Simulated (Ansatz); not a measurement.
**Electron scattering at the Σ11 (113) boundary in fcc Cu**

Wanted: what the Σ11 (113) boundary in fcc Cu costs an interconnect.

Main program and level: Ansatz 0.2.0; Ansatz plane-wave DFT, PBE, PAW files; relaxation of a bicrystal slab with its lowest layers held; PAW set soft_1, in the first sound run; inputs show where later runs differ.

### 1. Set-up

The cell holds 18 atoms: 18 Cu. Its edges and angles: a = 2.556 Å, b = 4.427 Å, c = 29.579 Å, α = 90.0°, β = 90.0°, γ = 73.2°. It derives from Cu. built on the (1 1 3) plane; 1 overlapping atoms removed and the grains opened by 0.05 Å. Vacuum lies along c.

### 2. Relaxing the bicrystal

The boundary is built by mirroring the lower grain in the boundary plane and removing any atoms that overlap. A thin bicrystal slab is relaxed first, with the lowest layers held and the upper grain free to shift and open.

Contents of input.yaml:

```yaml
crystal:
  lattice:
    - [2.5561627297, 0.0, 0.0]
    - [1.2780813649, 4.2389163388, 0.0]
    - [0.0, 0.0, 29.5791746534]
  atoms:
    - { symbol: Cu, position: [0.9090909092, 0.1818181818, 0.169037847] }
    - { symbol: Cu, position: [0.6363636364, 0.7272727273, 0.2058864563] }
    - { symbol: Cu, position: [0.3636363637, 0.2727272727, 0.2427350656] }
    - { symbol: Cu, position: [0.090909091, 0.8181818182, 0.2795836749] }
    - { symbol: Cu, position: [0.8181818182, 0.3636363636, 0.3164322842] }
    - { symbol: Cu, position: [0.5454545455, 0.9090909091, 0.3532808935] }
    - { symbol: Cu, position: [0.2727272727, 0.4545454545, 0.3901295028] }
    - { symbol: Cu, position: [0.0, 0.0, 0.4269781121] }
    - { symbol: Cu, position: [0.2727272727, 0.4545454545, 0.4655170999] }
    - { symbol: Cu, position: [0.5454545455, 0.9090909091, 0.5023657092] }
    - { symbol: Cu, position: [0.8181818182, 0.3636363636, 0.5392143185] }
    - { symbol: Cu, position: [0.090909091, 0.8181818182, 0.5760629278] }
    - { symbol: Cu, position: [0.3636363637, 0.2727272727, 0.6129115371] }
    - { symbol: Cu, position: [0.6363636364, 0.7272727273, 0.6497601464] }
    - { symbol: Cu, position: [0.9090909092, 0.1818181818, 0.6866087557] }
    - { symbol: Cu, position: [0.1818181819, 0.6363636364, 0.723457365] }
    - { symbol: Cu, position: [0.4545454546, 0.0909090909, 0.7603059743] }
    - { symbol: Cu, position: [0.7272727274, 0.5454545455, 0.7971545836] }
kpoints:
  mp_grid: { grid: [9, 9, 1] }
hamiltonian:
  xc: pbe
  pseudopotentials: { kind: paw, azcp: { folder: soft_1 } }
scf:
  occupations: { method: fermi_dirac, width: 0.1 }
relax:
  f_tol: 0.03
  max_steps: 80
  constraints: [{ sites: [0, 1, 2] }]
```

Run with:

```
$ ansatz run input.yaml --threads 4 --pin off --max-ram 15360MiB --backend cpu --events-out ev --progress --plain --runs-dir out
```

Numbers of over 12 decimals in the logs are rounded to 6 here.

What it wrote:

```text
Engine: ansatz 0.2.0, aarch64-unknown-linux-gnu
Pseudopotentials: kind: paw
Pseudopotential: Cu, paw, valence charge 19, recommended cutoff 420 eV (normal), soft_1/Cu.paw.azcp
Functional definition: PBE
  parameter kappa = 0.804
  parameter beta = 0.066725
  exchange = pbe_x(kappa = kappa, mu = beta*pi^2/3)
  correlation = pbe_c(beta = beta)
Crystal: 18 atoms, lattice volume = 320.501 Å³
Basis set: ecut = 420 eV, 6329 PW (Γ), exchange–correlation on 36×60×400 points (8 copies of the dense FFT grid, shifted against one another)
Bands: 206, of which v1, the nominal top of the filled ones, is band 171 counted from 1 (170 counted from 0)
Symmetry: 2 space group operations
Space group: Cm (ITA 8), of the structure as read, at distance tolerance 6.8e-5 Å
k-points: 25 of 81 (time reversal used)
Non-local potential: Cu, projectors of the file, l = 0: 3, l = 1: 2, l = 2: 3, l = 3: 1
PAW form: soft (Blöchl's): semilocal exchange-correlation on the pseudo side does not see the compensation charge
PAW one-centre angular grid: Cu, 590 points (default); XC on 64 Gauss nodes
Initial density: superposition of atomic densities (neutral atoms: chi_scale 0, normalization atom)
Initial wavefunctions: pseudopotential atomic-orbital guess
Functional: x = pbe(κ = 0.804, μ = 0.219515), c = pbe(β = 0.066725)
SCF iter   1: F=—  HF=-119266.391776 eV  |F-HF|=—  |Δ(HF+E_count)|=         —  Δρ=2.12e-1  dr2=8.69e1  ethr=3.10e-3  ⟨swp⟩=5.7  Hψ=18379  notcnv=0  defer=210
preconditioner: auto → LDOS  [metal: Δε(μ)=0.003 eV  Ē_g=8.432 eV  σ=0.100 eV  W_gap=0.01  n_scr=102 (ndim 8)  ℏωp=29.2 eV  f_vac=0.316  D(μ)=9.00/eV (n_scr^D=50)  β→1.0]
SCF iter   2: F=—  HF=-119374.231347 eV  |F-HF|=—  |Δ(HF+E_count)|=    1.08e2  Δρ=4.53e-1  dr2=3.80e2  ethr=3.10e-3  ⟨swp⟩=4.0  Hψ=16267  notcnv=0  defer=502  recentre
SCF iter   3: F=—  HF=-119251.855591 eV  |F-HF|=—  |Δ(HF+E_count)|=    1.22e2  Δρ=4.91e-2  dr2=5.20e0  ethr=3.10e-3  ⟨swp⟩=4.0  Hψ=13490  notcnv=0  defer=530
SCF iter   4: F=—  HF=-119251.014870 eV  |F-HF|=—  |Δ(HF+E_count)|=   8.41e-1  Δρ=1.96e-2  dr2=6.78e-1  ethr=1.52e-3  ⟨swp⟩=2.2  Hψ=8539  notcnv=0  defer=528
SCF iter   5: F=—  HF=-119250.889391 eV  |F-HF|=—  |Δ(HF+E_count)|=   1.25e-1  Δρ=5.30e-3  dr2=6.44e-2  ethr=1.98e-4  ⟨swp⟩=2.0  Hψ=9093  notcnv=0  defer=534
SCF iter   6: F=—  HF=-119250.895952 eV  |F-HF|=—  |Δ(HF+E_count)|=   6.56e-3  Δρ=1.75e-3  dr2=6.23e-3  ethr=1.88e-5  ⟨swp⟩=2.0  Hψ=7098  notcnv=0  defer=534
SCF iter   7: F=—  HF=-119250.897903 eV  |F-HF|=—  |Δ(HF+E_count)|=   1.95e-3  Δρ=7.91e-4  dr2=1.30e-3  ethr=1.82e-6  ⟨swp⟩=2.0  Hψ=7193  notcnv=0  defer=534
SCF iter   8: F=—  HF=-119250.898721 eV  |F-HF|=—  |Δ(HF+E_count)|=   8.18e-4  Δρ=5.46e-4  dr2=9.45e-4  ethr=3.81e-7  ⟨swp⟩=2.0  Hψ=7385  notcnv=0  defer=534
SCF iter   9: F=—  HF=-119250.898653 eV  |F-HF|=—  |Δ(HF+E_count)|=   6.82e-5  Δρ=1.74e-4  dr2=1.99e-4  ethr=2.76e-7  ⟨swp⟩=2.2  Hψ=6516  notcnv=0  defer=534
SCF iter  10: F=-119250.898655 eV  HF=-119250.898651 eV  |F-HF|=3.55e-6  |Δ(HF+E_count)|=   1.25e-6  Δρ=6.02e-5  dr2=9.42e-6  ethr=6.58e-9  ⟨swp⟩=3.2  Hψ=18604  notcnv=0
SCF 1 converged in 10 iterations: F = -119250.898655 eV  dr2 = 9.42e-6
  greatest PAW one-centre occupation: 1.000 electrons in one spin orbital (limit 2), on the Cu atom at site 0 (counted from 0), in its partial waves of l = 0
relax step   1: F+E_penalty+E_count = -119250.89865481 eV  Δ(F+E_penalty+E_count) = +0.000e0 eV  max|allowed force component| = 1.340e0 eV/Å  Δτ_max = 0.0000 Å  (10 SCF iters, dr2 threshold 2.25e-5 eV, accepted)
Initial density: handed on by an earlier stage of this run
Initial wavefunctions: those handed on with the density
iter 1 solved again at ethr=5.76e-5 eV; its pass at ethr=3.10e-3 eV (dr2=1.97e-1 eV) is discarded
SCF iter   1: F=—  HF=-119251.058372 eV  |F-HF|=—  |Δ(HF+E_count)|=         —  Δρ=9.57e-3  dr2=1.56e-1  ethr=5.76e-5  ⟨swp⟩=2.0  Hψ=18780  notcnv=0  defer=536
preconditioner: auto → LDOS  [metal: Δε(μ)=0.056 eV  Ē_g=9.251 eV  σ=0.100 eV  W_gap=0.14  n_scr=102 (ndim 8)  ℏωp=29.2 eV  f_vac=0.312  D(μ)=6.08/eV (n_scr^D=38)  β→1.0]
SCF iter   2: F=—  HF=-119251.011724 eV  |F-HF|=—  |Δ(HF+E_count)|=   4.66e-2  Δρ=6.22e-3  dr2=9.79e-2  ethr=4.57e-5  ⟨swp⟩=2.0  Hψ=8762  notcnv=0  defer=536
SCF iter   3: F=—  HF=-119251.016095 eV  |F-HF|=—  |Δ(HF+E_count)|=   4.37e-3  Δρ=7.88e-3  dr2=1.15e-1  ethr=2.86e-5  ⟨swp⟩=2.0  Hψ=9045  notcnv=0  defer=536
SCF iter   4: F=—  HF=-119250.991431 eV  |F-HF|=—  |Δ(HF+E_count)|=   2.47e-2  Δρ=6.82e-4  dr2=1.30e-3  ethr=2.86e-5  ⟨swp⟩=2.0  Hψ=8139  notcnv=0  defer=538
SCF iter   5: F=—  HF=-119250.991552 eV  |F-HF|=—  |Δ(HF+E_count)|=   1.21e-4  Δρ=7.87e-4  dr2=1.23e-3  ethr=3.81e-7  ⟨swp⟩=2.8  Hψ=10042  notcnv=0  defer=538
SCF iter   6: F=—  HF=-119250.991361 eV  |F-HF|=—  |Δ(HF+E_count)|=   1.92e-4  Δρ=2.02e-4  dr2=1.58e-4  ethr=3.58e-7  ⟨swp⟩=2.0  Hψ=8501  notcnv=0  defer=538
SCF iter   7: F=—  HF=-119250.991351 eV  |F-HF|=—  |Δ(HF+E_count)|=   9.88e-6  Δρ=1.15e-4  dr2=4.30e-5  ethr=2.92e-8  ⟨swp⟩=3.0  Hψ=18793  notcnv=0
SCF iter   8: F=-119250.991341 eV  HF=-119250.991346 eV  |F-HF|=5.02e-6  |Δ(HF+E_count)|=   4.69e-6  Δρ=2.99e-5  dr2=5.49e-6  ethr=1.26e-8  ⟨swp⟩=3.0  Hψ=13582  notcnv=0
SCF 2 converged in 8 iterations: F = -119250.991341 eV  dr2 = 5.49e-6
relax step   2: F+E_penalty+E_count = -119250.99134099 eV  Δ(F+E_penalty+E_count) = -9.269e-2 eV  max|allowed force component| = 7.755e-1 eV/Å  Δτ_max = 0.0846 Å  (8 SCF iters, dr2 threshold 1.00e-4 eV, accepted)
SCF iter   1: F=—  HF=-119251.231744 eV  |F-HF|=—  |Δ(HF+E_count)|=         —  Δρ=1.69e-2  dr2=5.14e-1  ethr=1.35e-3  ⟨swp⟩=5.7  Hψ=13972  notcnv=0  defer=513
preconditioner: auto → LDOS  [metal: Δε(μ)=0.035 eV  Ē_g=9.206 eV  σ=0.100 eV  W_gap=0.09  n_scr=102 (ndim 8)  ℏωp=29.2 eV  f_vac=0.309  D(μ)=6.11/eV (n_scr^D=38)  β→1.0]
SCF iter   2: F=—  HF=-119251.131011 eV  |F-HF|=—  |Δ(HF+E_count)|=   1.01e-1  Δρ=1.42e-2  dr2=4.14e-1  ethr=1.50e-4  ⟨swp⟩=2.0  Hψ=10531  notcnv=0  defer=544
SCF iter   3: F=—  HF=-119251.135228 eV  |F-HF|=—  |Δ(HF+E_count)|=   4.22e-3  Δρ=1.54e-2  dr2=4.47e-1  ethr=1.21e-4  ⟨swp⟩=2.1  Hψ=9001  notcnv=0  defer=544
SCF iter   4: F=—  HF=-119251.058534 eV  |F-HF|=—  |Δ(HF+E_count)|=   7.67e-2  Δρ=5.75e-3  dr2=6.04e-2  ethr=1.21e-4  ⟨swp⟩=2.1  Hψ=7286  notcnv=0  defer=538
SCF iter   5: F=—  HF=-119251.046138 eV  |F-HF|=—  |Δ(HF+E_count)|=   1.24e-2  Δρ=1.82e-3  dr2=5.97e-3  ethr=1.77e-5  ⟨swp⟩=2.0  Hψ=8763  notcnv=0  defer=538
SCF iter   6: F=—  HF=-119251.044324 eV  |F-HF|=—  |Δ(HF+E_count)|=   1.81e-3  Δρ=1.85e-4  dr2=2.51e-4  ethr=1.74e-6  ⟨swp⟩=2.2  Hψ=8531  notcnv=0  defer=538
SCF iter   7: F=—  HF=-119251.044343 eV  |F-HF|=—  |Δ(HF+E_count)|=   1.88e-5  Δρ=3.71e-4  dr2=3.83e-4  ethr=7.34e-8  ⟨swp⟩=3.0  Hψ=9591  notcnv=0  defer=538
SCF iter   8: F=—  HF=-119251.044314 eV  |F-HF|=—  |Δ(HF+E_count)|=   2.87e-5  Δρ=2.04e-4  dr2=1.21e-4  ethr=7.34e-8  ⟨swp⟩=2.0  Hψ=8251  notcnv=0  defer=538
SCF iter   9: F=-119251.044284 eV  HF=-119251.044300 eV  |F-HF|=1.54e-5  |Δ(HF+E_count)|=   1.44e-5  Δρ=6.18e-5  dr2=1.42e-5  ethr=1.10e-8  ⟨swp⟩=3.0  Hψ=19611  notcnv=0
SCF 3 converged in 9 iterations: F = -119251.044284 eV  dr2 = 1.42e-5
relax step   3: F+E_penalty+E_count = -119251.04428449 eV  Δ(F+E_penalty+E_count) = -5.294e-2 eV  max|allowed force component| = 2.182e-1 eV/Å  Δτ_max = 0.2000 Å  (9 SCF iters, dr2 threshold 3.76e-5 eV, accepted)
[...]
relax step   4: F+E_penalty+E_count = -119251.05824380 eV  Δ(F+E_penalty+E_count) = -1.396e-2 eV  max|allowed force component| = 2.841e-2 eV/Å  Δτ_max = 0.0775 Å  (8 SCF iters, dr2 threshold 3.77e-6 eV, accepted)
iter 1 solved again at ethr=6.60e-10 eV; its pass at ethr=3.10e-3 eV (dr2=2.26e-6 eV) is discarded
SCF iter   1: F=—  HF=-119251.058261 eV  |F-HF|=—  |Δ(HF+E_count)|=         —  Δρ=2.43e-5  dr2=2.26e-6  ethr=6.60e-10  ⟨swp⟩=1.4  Hψ=12143  notcnv=0  defer=544
preconditioner: auto → LDOS  [metal: Δε(μ)=0.012 eV  Ē_g=9.217 eV  σ=0.100 eV  W_gap=0.03  n_scr=102 (ndim 8)  ℏωp=29.2 eV  f_vac=0.308  D(μ)=6.02/eV (n_scr^D=38)  β→1.0]
SCF iter   2: F=—  HF=-119251.058247 eV  |F-HF|=—  |Δ(HF+E_count)|=   1.43e-5  Δρ=5.03e-5  dr2=4.80e-6  ethr=6.59e-10  ⟨swp⟩=2.0  Hψ=8773  notcnv=0  defer=544
SCF iter   3: F=—  HF=-119251.058246 eV  |F-HF|=—  |Δ(HF+E_count)|=   7.78e-7  Δρ=2.30e-5  dr2=1.00e-6  ethr=6.59e-10  ⟨swp⟩=2.0  Hψ=8813  notcnv=0  defer=544
SCF iter   4: F=—  HF=-119251.058246 eV  |F-HF|=—  |Δ(HF+E_count)|=   1.76e-7  Δρ=8.15e-6  dr2=1.31e-7  ethr=2.93e-10  ⟨swp⟩=2.0  Hψ=6970  notcnv=0  defer=544
SCF iter   5: F=-119251.058246 eV  HF=-119251.058246 eV  |F-HF|=4.04e-8  |Δ(HF+E_count)|=   4.05e-8  Δρ=6.38e-7  dr2=1.51e-9  ethr=2.92e-11  ⟨swp⟩=4.0  Hψ=15697  notcnv=0
SCF 5 converged in 5 iterations: F = -119251.058246 eV  dr2 = 1.51e-9
relax step   5: F+E_penalty+E_count = -119251.05824567 eV  Δ(F+E_penalty+E_count) = -1.874e-6 eV  max|allowed force component| = 2.832e-2 eV/Å  Δτ_max = 0.0000 Å  (5 SCF iters, accepted)
SCF converged after 5 iterations
Free energy (F): -119251.058246 eV
Harris-Foulkes:  -119251.058246 eV  (|F-HF|=4.04e-8)
Internal energy: -119250.864342 eV  (E = F + TS)
E sigma→0 (E₀):  -119250.961294 eV
Entropy (-TS):   -0.193904 eV (-10.772 meV/atom)
Fermi energy:    9.379797 eV
--- Per-component energies (eV) ---
  E_band       = -8957.796143
  E_kinetic    = 4705.116749
  E_local      = -592393.440180  (includes V_loc(G=0)·N_el)
  E_nonlocal   = 16037.473081
  E_hartree    = 288830.380503
  E_xc         = -1234.715513
  E_vxc        = -1593.739018  (∫ρ·V_xc dr)
  E_paw        = -32685.357121  (= ΣΔE_a)
  E_vpaw       = -13373.991364  (= ΣTr[D̂ρ^β])
  E_aug_tail   = 0.017560  (compensation charges beyond the density's cutoff)
  E_ewald      = 197489.660578
  E_smearing   = -0.193904  (= −TS)
  E_closure    = -0.000000  (closes the sum)
  Σ components = -119251.058246   (vs F -119251.058246, Δ=0.00e0)
--- Forces (eV/Å), atoms counted from 1 ---
  atom   1  Cu    -0.00000000    -0.01053669     0.40269944
  atom   2  Cu     0.00000000     0.01977731    -0.22558272
  atom   3  Cu    -0.00000000    -0.00528735    -0.20537859
  atom   4  Cu    -0.00000000    -0.00393127     0.00262082
  atom   5  Cu     0.00000000     0.00067747    -0.00626685
  atom   6  Cu     0.00000000     0.00804148     0.00151237
  atom   7  Cu    -0.00000000    -0.00072662    -0.00252692
  atom   8  Cu    -0.00000000    -0.00898654     0.00844338
  atom   9  Cu    -0.00000000    -0.00037959    -0.00458048
  atom  10  Cu     0.00000000     0.00417339     0.01003951
  atom  11  Cu     0.00000000     0.00339062     0.00447546
  atom  12  Cu    -0.00000000    -0.00223064     0.00199785
  atom  13  Cu    -0.00000000    -0.00525753    -0.00520750
  atom  14  Cu    -0.00000000    -0.00389237    -0.00138703
  atom  15  Cu    -0.00000000    -0.00639848     0.00108992
  atom  16  Cu     0.00000000     0.01357893     0.01000188
  atom  17  Cu     0.00000000     0.00119468     0.02831779
  atom  18  Cu    -0.00000000    -0.00320445    -0.02030730
  max |Σ_I F_I| component: 3.90e-5 eV/Å
--- Relaxed structure (5 steps of the walk, 5 accepted, 0 SCFs on fresh bases) ---
  F+E_penalty+E_count = -119251.05824567 eV   max|allowed force component| = 2.832e-2 eV/Å
  atoms:
    - { symbol: Cu, position: [0.9090909091, 0.1818181818, 0.169038] }
    - { symbol: Cu, position: [0.63636363635, 0.7272727273, 0.205886] }
    - { symbol: Cu, position: [0.36363636365, 0.2727272727, 0.242735] }
    - { symbol: Cu, position: [0.092253, 0.815494, 0.280669] }
    - { symbol: Cu, position: [0.821203, 0.357593, 0.316549] }
    - { symbol: Cu, position: [0.548454, 0.903092, 0.355486] }
    - { symbol: Cu, position: [0.277072, 0.445856, 0.389928] }
    - { symbol: Cu, position: [0.00517331, -0.010347, 0.431261] }
    - { symbol: Cu, position: [0.276299, 0.447402, 0.472094] }
    - { symbol: Cu, position: [0.547831, 0.904338, 0.507167] }
    - { symbol: Cu, position: [0.820308, 0.359383, 0.545498] }
    - { symbol: Cu, position: [0.091928, 0.816143, 0.582108] }
    - { symbol: Cu, position: [0.364360, 0.271279, 0.619435] }
    - { symbol: Cu, position: [0.636433, 0.727133, 0.656585] }
    - { symbol: Cu, position: [0.908283, 0.183434, 0.693732] }
    - { symbol: Cu, position: [0.178973, 0.642054, 0.730633] }
    - { symbol: Cu, position: [0.453916, 0.092168, 0.769104] }
    - { symbol: Cu, position: [0.726439, 0.547123, 0.801592] }
```

It took 4.2 min on 4 threads of Arm Neoverse V2, shared host; peak memory 2.2 GiB.

Step by step:

```
step  energy less that of the first step (eV)  largest force component (eV/Å)
   1                                   0.0000                          1.3398
   2                                  -0.0927                          0.7755
   3                                  -0.1456                          0.2182
   4                                  -0.1596                          0.0284
   5                                  -0.1596                          0.0283
```

The run keeps the 2 symmetry operations that it works with, so distortions that break them were not tested.

The atoms that moved most (Å):

```
atom     dx      dy     dz  length
Cu17  0.000   0.005  0.260   0.260
Cu16  0.000   0.024  0.212   0.214
Cu15  0.000   0.007  0.211   0.211
Cu14  0.000  -0.001  0.202   0.202
 Cu9  0.000  -0.030  0.195   0.197
Cu13  0.000  -0.006  0.193   0.193
Cu11  0.000  -0.018  0.186   0.187
Cu12  0.000  -0.009  0.179   0.179
```

The relaxed structure:

```cif
data_structure
_symmetry_space_group_name_H-M 'P 1'
_symmetry_Int_Tables_number 1
_cell_length_a 2.5562
_cell_length_b 4.4274
_cell_length_c 29.5792
_cell_angle_alpha 90.000
_cell_angle_beta 90.000
_cell_angle_gamma 73.221
_cell_volume 320.50
loop_
_atom_site_label
_atom_site_type_symbol
_atom_site_fract_x
_atom_site_fract_y
_atom_site_fract_z
_atom_site_occupancy
Cu1 Cu 0.90909 0.18182 0.16904 1
Cu2 Cu 0.63636 0.72727 0.20589 1
Cu3 Cu 0.36364 0.27273 0.24274 1
Cu4 Cu 0.09225 0.81549 0.28067 1
Cu5 Cu 0.82120 0.35759 0.31655 1
Cu6 Cu 0.54845 0.90309 0.35549 1
Cu7 Cu 0.27707 0.44586 0.38993 1
Cu8 Cu 0.00517 0.98965 0.43126 1
Cu9 Cu 0.27630 0.44740 0.47209 1
Cu10 Cu 0.54783 0.90434 0.50717 1
Cu11 Cu 0.82031 0.35938 0.54550 1
Cu12 Cu 0.09193 0.81614 0.58211 1
Cu13 Cu 0.36436 0.27128 0.61944 1
Cu14 Cu 0.63643 0.72713 0.65658 1
Cu15 Cu 0.90828 0.18343 0.69373 1
Cu16 Cu 0.17897 0.64205 0.73063 1
Cu17 Cu 0.45392 0.09217 0.76910 1
Cu18 Cu 0.72644 0.54712 0.80159 1
```

Numbers from this step:

* free energy: -119251.0582 eV
* energy at zero smearing: -119250.9613 eV
* Fermi energy: 9.380 eV

The largest force component on a free atom ends at 0.028 eV/Å, under the tolerance of 0.03, after 5 steps.

(Part 1 of 3 ends here.)

[Logs are printed without paths, hosts, clocks, repeated set-up lines and the standing remarks that a program may print on its own settings, such as how far it seeks lower states.]

[Hosts, paths, dates, database ids (printed as entryN), source tags and the programs' standing remarks are cut or masked in the printed files.]
